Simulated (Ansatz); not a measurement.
# Na on Ag(111): change of the work function, part 3 of 4

How does Na on the fcc site change the work function of Ag(111) as the layer fills?

Ansatz 0.2.0; plane-wave DFT, PBE, Ansatz PAW.

So far, work function, upper face (eV): step 2 (the clean slab) 4.47; step 3 (37 atoms, coverage 0.111 ML, cell 3x3) 2.63.

**4. The covered slab, k-mesh 6×6×1, coverage 0.25 ML**

System of this step: Na/Ag(111). The cell holds 17 atoms: 16 Ag and 1 Na. Cell: a = 5.784 Å, b = 5.784 Å, c = 27.895 Å, α = 90.0°, β = 90.0°, γ = 60.0°. Vacuum lies along c.

Another coverage, to see how the dipoles act on each other as their distance changes.

input.yaml

```yaml
crystal:
  lattice:
    - [5.7841334702, 1.0e-10, 0.0]
    - [2.892066735, 5.0092065241, 0.0]
    - [0.0, 0.0, 27.894940989]
  atoms:
    - { symbol: Ag, position: [0.0, 0.0, 0.3226391482] }
    - { symbol: Ag, position: [0.1666666667, 0.1666666667, 0.4072911503] }
    - { symbol: Ag, position: [0.3333333333, 0.3333333333, 0.4929224633] }
    - { symbol: Ag, position: [0.0, 0.0, 0.5793610126] }
    - { symbol: Ag, position: [0.0, 0.5, 0.3226391482] }
    - { symbol: Ag, position: [0.1666666667, 0.6666666667, 0.4072911503] }
    - { symbol: Ag, position: [0.3333333333, 0.8333333333, 0.4929224633] }
    - { symbol: Ag, position: [0.0, 0.5, 0.5793610126] }
    - { symbol: Ag, position: [0.5, 0.0, 0.3226391482] }
    - { symbol: Ag, position: [0.6666666667, 0.1666666667, 0.4072911503] }
    - { symbol: Ag, position: [0.8333333333, 0.3333333333, 0.4929224633] }
    - { symbol: Ag, position: [0.5, 0.0, 0.5793610126] }
    - { symbol: Ag, position: [0.5, 0.5, 0.3226391482] }
    - { symbol: Ag, position: [0.6666666667, 0.6666666667, 0.4072911503] }
    - { symbol: Ag, position: [0.8333333333, 0.8333333333, 0.4929224633] }
    - { symbol: Ag, position: [0.5, 0.5, 0.5793610126] }
    - { symbol: Na, position: [0.1666666667, 0.1666666667, 0.6773608518] }
kpoints:
  mp_grid: { grid: [6, 6, 1] }
hamiltonian:
  xc: pbe
scf:
  occupations: { method: fermi_dirac, width: 0.1 }
  convergence: { dr2_threshold: 1.0e-08 }
efield:
  axis: 3
  dipole_correction: true
  ramp_position: 0.97
  ramp_width: 0.06
relax:
  f_tol: 0.02
  max_steps: 60
  constraints: [{ sites: [0, 1, 4, 5, 8, 9, 12, 13] }]
output:
  dos: { projected: true, e_range: [-8, 4] }
  write_potential: true
  write_density: true
  volumetric_format: npy
  elf: true
```

The run is started by

```console
$ ansatz run input.yaml --threads 4 --pin off --max-ram 16384MiB --backend cpu --events-out ev --progress --plain --runs-dir out
```

Numbers of over 12 decimals in the logs are rounded to 6 here.

Log:

```text
[...]
Crystal: 17 atoms, lattice volume = 808.226 Å³
Basis set: ecut = 420 eV, 15873 PW (Γ), exchange–correlation on 80×80×384 points (8 copies of the dense FFT grid, shifted against one another)
Bands: 188, of which v1, the nominal top of the filled ones, is band 157 counted from 1 (156 counted from 0)
Symmetry: 6 space group operations
[...]
k-points: 7 of 36 (time reversal used)
[...]
SCF iter   1: F=—  HF=-122933.050594 eV  |F-HF|=—  |Δ(HF+E_count)|=         —  Δρ=2.61e-3  dr2=2.60e0  ethr=1.77e-3  p=0.544 e·Å  D=1.22e-1 V/Å  ΔV_dip=-3.39 eV  dr2_dipole=2.08e0  V_vac-E_F(+/−)=1.13/4.53 eV  ⟨swp⟩=6.1  Hψ=5102  notcnv=0  defer=72
[...]
SCF iter  12: F=-122932.903471 eV  HF=-122932.903471 eV  |F-HF|=1.66e-9  |Δ(HF+E_count)|=   1.11e-8  Δρ=4.47e-7  dr2=2.87e-9  ethr=3.19e-12  p=0.385 e·Å  D=8.63e-2 V/Å  ΔV_dip=-2.41 eV  dr2_dipole=8.40e-10  V_vac-E_F(+/−)=2.02/4.43 eV  ⟨swp⟩=14.3  Hψ=9059  notcnv=0
SCF 1 converged in 12 iterations: F = -122932.903471 eV  dr2 = 2.87e-9
[...]
relax step   1: F+E_penalty+E_count = -122932.90347076 eV  Δ(F+E_penalty+E_count) = +0.000e0 eV  max|allowed force component| = 4.313e-1 eV/Å  Δτ_max = 0.0000 Å  (12 SCF iters, accepted)
[...]
SCF iter   9: F=-122932.943284 eV  HF=-122932.943284 eV  |F-HF|=4.95e-10  |Δ(HF+E_count)|=   6.42e-9  Δρ=5.81e-7  dr2=3.19e-9  ethr=3.19e-12  p=0.392 e·Å  D=8.78e-2 V/Å  ΔV_dip=-2.45 eV  dr2_dipole=2.28e-10  V_vac-E_F(+/−)=1.98/4.43 eV  ⟨swp⟩=8.1  Hψ=7245  notcnv=0
SCF 2 converged in 9 iterations: F = -122932.943284 eV  dr2 = 3.19e-9
relax step   2: F+E_penalty+E_count = -122932.94328397 eV  Δ(F+E_penalty+E_count) = -3.981e-2 eV  max|allowed force component| = 3.521e-1 eV/Å  Δτ_max = 0.0914 Å  (9 SCF iters, accepted)
SCF iter   1: F=—  HF=-122932.982329 eV  |F-HF|=—  |Δ(HF+E_count)|=         —  Δρ=7.29e-4  dr2=1.08e-2  ethr=6.71e-5  p=0.392 e·Å  D=8.78e-2 V/Å  ΔV_dip=-2.45 eV  dr2_dipole=1.41e-4  V_vac-E_F(+/−)=1.98/4.43 eV  ⟨swp⟩=5.7  Hψ=2922  notcnv=0  defer=91
[...]
SCF iter   9: F=-122932.981697 eV  HF=-122932.981697 eV  |F-HF|=3.04e-9  |Δ(HF+E_count)|=   1.31e-8  Δρ=5.59e-7  dr2=6.05e-9  ethr=3.19e-12  p=0.398 e·Å  D=8.91e-2 V/Å  ΔV_dip=-2.48 eV  dr2_dipole=1.40e-9  V_vac-E_F(+/−)=1.94/4.42 eV  ⟨swp⟩=13.0  Hψ=8421  notcnv=0
SCF 3 converged in 9 iterations: F = -122932.981697 eV  dr2 = 6.05e-9
[...]
relax step   3: F+E_penalty+E_count = -122932.98169655 eV  Δ(F+E_penalty+E_count) = -3.841e-2 eV  max|allowed force component| = 1.014e-1 eV/Å  Δτ_max = 0.1949 Å  (9 SCF iters, accepted)
[...]
relax step   4: F+E_penalty+E_count = -122932.98385141 eV  Δ(F+E_penalty+E_count) = -2.155e-3 eV  max|allowed force component| = 2.767e-2 eV/Å  Δτ_max = 0.0364 Å  (9 SCF iters, accepted)
SCF iter   1: F=—  HF=-122932.983757 eV  |F-HF|=—  |Δ(HF+E_count)|=         —  Δρ=2.36e-4  dr2=5.42e-4  ethr=1.73e-6  p=0.397 e·Å  D=8.88e-2 V/Å  ΔV_dip=-2.48 eV  dr2_dipole=1.43e-5  V_vac-E_F(+/−)=1.94/4.42 eV  ⟨swp⟩=3.0  Hψ=2451  notcnv=0  defer=116
[...]
SCF iter   8: F=-122932.984258 eV  HF=-122932.984258 eV  |F-HF|=3.10e-9  |Δ(HF+E_count)|=   1.86e-9  Δρ=6.97e-7  dr2=6.79e-9  ethr=3.19e-12  p=0.397 e·Å  D=8.89e-2 V/Å  ΔV_dip=-2.48 eV  dr2_dipole=1.30e-9  V_vac-E_F(+/−)=1.94/4.42 eV  ⟨swp⟩=10.0  Hψ=9026  notcnv=0
SCF 5 converged in 8 iterations: F = -122932.984258 eV  dr2 = 6.79e-9
relax step   5: F+E_penalty+E_count = -122932.98425781 eV  Δ(F+E_penalty+E_count) = -4.064e-4 eV  max|allowed force component| = 2.143e-3 eV/Å  Δτ_max = 0.0151 Å  (8 SCF iters, accepted)
[...]
SCF converged after 8 iterations
Free energy (F): -122932.984258 eV
[...]
Internal energy: -122932.771134 eV  (E = F + TS)
E sigma→0 (E₀):  -122932.877696 eV
Entropy (-TS):   -0.213124 eV (-12.537 meV/atom)
Fermi energy:    4.027854 eV
Dipole field:    D = 0.088890 V/Å  (p = 0.397032 e·Å, saw-weighted, corrected)
Work function:   Φ+ = 1.9375 eV   Φ− = 4.4171 eV
[...]
--- Forces (eV/Å), atoms counted from 1 ---
  atom   1  Ag    -0.00374637    -0.00216297    -0.13986083
  atom   2  Ag     0.00000000    -0.00000000     0.17483593
  atom   3  Ag     0.00079534     0.00045919     0.00084441
  atom   4  Ag    -0.00086704    -0.00050059     0.00000568
  atom   5  Ag    -0.00000000     0.00432593    -0.13986083
  atom   6  Ag     0.01360248    -0.00785339     0.12995314
  atom   7  Ag     0.00000000    -0.00091838     0.00084441
  atom   8  Ag    -0.00000000     0.00100117     0.00000568
  atom   9  Ag     0.00374637    -0.00216297    -0.13986083
  atom  10  Ag    -0.00000000     0.01570679     0.12995314
  atom  11  Ag    -0.00079534     0.00045919     0.00084441
  atom  12  Ag     0.00086704    -0.00050059     0.00000568
  atom  13  Ag     0.00000000    -0.00000000    -0.14408883
  atom  14  Ag    -0.01360248    -0.00785339     0.12995314
  atom  15  Ag    -0.00000000     0.00000000    -0.00057178
  atom  16  Ag    -0.00000000     0.00000000    -0.00214277
  atom  17  Na    -0.00000000     0.00000000    -0.00085012
  max |Σ_I F_I| component: 9.62e-6 eV/Å
--- Band table (eV; the first three rows and the last of 7) ---
  k-point 0: bands = [... 153 lower, 4.0895, 4.0971, 4.0971, 4.7751, 4.8234, 4.8485, 4.8485, 5.3206, ... 27 higher]
  k-point 1: bands = [... 153 lower, 3.3575, 3.8961, 3.9012, 4.0736, 4.5220, 4.5450, 4.7001, 5.0020, ... 27 higher]
  k-point 2: bands = [... 153 lower, 3.3260, 3.4385, 3.7237, 3.7260, 4.3831, 4.3913, 4.7947, 5.4320, ... 27 higher]
  k-point 6: bands = [... 153 lower, 1.4938, 2.8471, 2.9282, 2.9319, 4.7152, 4.9108, 4.9515, 5.8633, ... 27 higher]
--- Relaxed structure (5 steps of the walk, 5 accepted, 0 SCFs on fresh bases) ---
  F+E_penalty+E_count = -122932.98425781 eV   max|allowed force component| = 2.143e-3 eV/Å
  atoms:
[...]
- { symbol: Ag, position: [0.166667, 0.166667, 0.407291] }
    - { symbol: Ag, position: [0.334038, 0.334038, 0.493273] }
    - { symbol: Ag, position: [-0.00108956, -0.00108956, 0.579096] }
    - { symbol: Ag, position: [0.0, 0.500000, 0.322639] }
    - { symbol: Ag, position: [0.166667, 0.666667, 0.407291] }
    - { symbol: Ag, position: [0.334038, 0.831923, 0.493273] }
    - { symbol: Ag, position: [-0.00108956, 0.502179, 0.579096] }
    - { symbol: Ag, position: [0.5, -1.795949010166454e-17, 0.322639] }
    - { symbol: Ag, position: [0.666667, 0.166667, 0.407291] }
    - { symbol: Ag, position: [0.831923, 0.334038, 0.493273] }
    - { symbol: Ag, position: [0.502179, -0.00108956, 0.579096] }
    - { symbol: Ag, position: [0.500000, 0.500000, 0.322639] }
    - { symbol: Ag, position: [0.666667, 0.666667, 0.407291] }
    - { symbol: Ag, position: [0.833333, 0.833333, 0.492570] }
    - { symbol: Ag, position: [0.500000, 0.500000, 0.583753] }
    - { symbol: Na, position: [0.166667, 0.166667, 0.666696] }
```

Run time: 2.7 min. Hardware: 4 threads of Arm Neoverse V1, shared host; peak memory 3.5 GiB; 11 min of CPU time.

Relaxation path:

```
step  energy less that of the first step (eV)  largest force component (eV/Å)
   1                                   0.0000                          0.4313
   2                                  -0.0398                          0.3521
   3                                  -0.0782                          0.1014
   4                                  -0.0804                          0.0277
   5                                  -0.0808                          0.0021
```

Forces are held to the 6 operations that the run works with; a distortion that breaks them can't arise in this run.

The atoms that moved most (Å):

```
atom      dx      dy      dz  length
Na17   0.000   0.000  -0.298   0.298
Ag16   0.000   0.000   0.123   0.123
 Ag4  -0.009  -0.005  -0.007   0.013
Ag12   0.009  -0.005  -0.007   0.013
 Ag8   0.000   0.011  -0.007   0.013
Ag11  -0.006   0.004   0.010   0.012
 Ag3   0.006   0.004   0.010   0.012
 Ag7   0.000  -0.007   0.010   0.012
```

The relaxed structure:

```xyz
17
Lattice="5.7841 0.0000 0.0000 2.8921 5.0092 0.0000 0.0000 0.0000 27.8949" Properties=species:S:1:pos:R:3
Ag    0.0000    0.0000    9.0000
Ag    1.4460    0.8349   11.3614
Ag    2.8982    1.6733   13.7598
Ag   -0.0095   -0.0055   16.1538
Ag    1.4460    2.5046    9.0000
Ag    2.8921    3.3395   11.3614
Ag    4.3381    4.1673   13.7598
Ag    1.4460    2.5155   16.1538
Ag    2.8921    0.0000    9.0000
Ag    4.3381    0.8349   11.3614
Ag    5.7780    1.6733   13.7598
Ag    2.9015   -0.0055   16.1538
Ag    4.3381    2.5046    9.0000
Ag    5.7841    3.3395   11.3614
Ag    7.2302    4.1743   13.7402
Ag    4.3381    2.5046   16.2837
Na    1.4460    0.8349   18.5974
```

This step gave:

- energy at zero smearing: -122932.8777 eV
- work function, upper face: 1.938 eV
- work function, lower face: 4.417 eV
- dipole along the normal: 0.3970 e·Å
- step between the vacuum levels: -2.480 eV

Running mean over 2.361 Å of the planar mean; the ramp of the sawtooth is left out. Electron's electrostatic potential energy less the Fermi level against z:

```
z (Å)  electron's electrostatic potential energy less the Fermi level (eV)
  3.5                                                                 4.42
  4.0                                                                 4.42
  4.5                                                                 4.41
  5.0                                                                 4.41
  5.5                                                                 4.39
  6.0                                                                 4.34
  6.5                                                                 4.16
  7.0                                                                 3.45
  7.5                                                                 1.16
  8.0                                                                -2.29
  8.5                                                                -4.97
  9.0                                                                -5.89
  9.5                                                                -6.03
 10.0                                                                -6.06
 10.5                                                                -6.07
 11.0                                                                -6.07
 11.5                                                                -6.04
 12.0                                                                -5.91
 12.5                                                                -5.81
 13.0                                                                -5.86
 13.5                                                                -5.97
 14.0                                                                -5.94
 14.5                                                                -5.70
 15.0                                                                -5.57
 15.5                                                                -5.71
 16.0                                                                -5.91
 16.5                                                                -5.61
 17.0                                                                -4.03
 17.5                                                                -1.59
 18.0                                                                0.343
 18.5                                                                0.878
 19.0                                                                0.760
 19.5                                                                0.842
 20.0                                                                 1.36
 20.5                                                                 1.70
 21.0                                                                 1.82
 21.5                                                                 1.88
 22.0                                                                 1.91
 22.5                                                                 1.92
 23.0                                                                 1.93
 23.5                                                                 1.94
 24.0                                                                 1.94
 24.5                                                                 1.94
```

(Continued in part 4 of 4.)

[Logs are printed without paths, hosts, clocks, repeated set-up lines and the standing remarks that a program may print on its own settings, such as how far it seeks lower states.]

[Hosts, paths, dates, database ids (printed as entryN), source tags and the programs' standing remarks are cut or masked in the printed files.]

[Maps of the electrostatic potential energy from Ansatz leave out the sawtooth potential of an applied field or a dipole correction, so their vacuum need not be flat; planar profiles and work functions include it.]
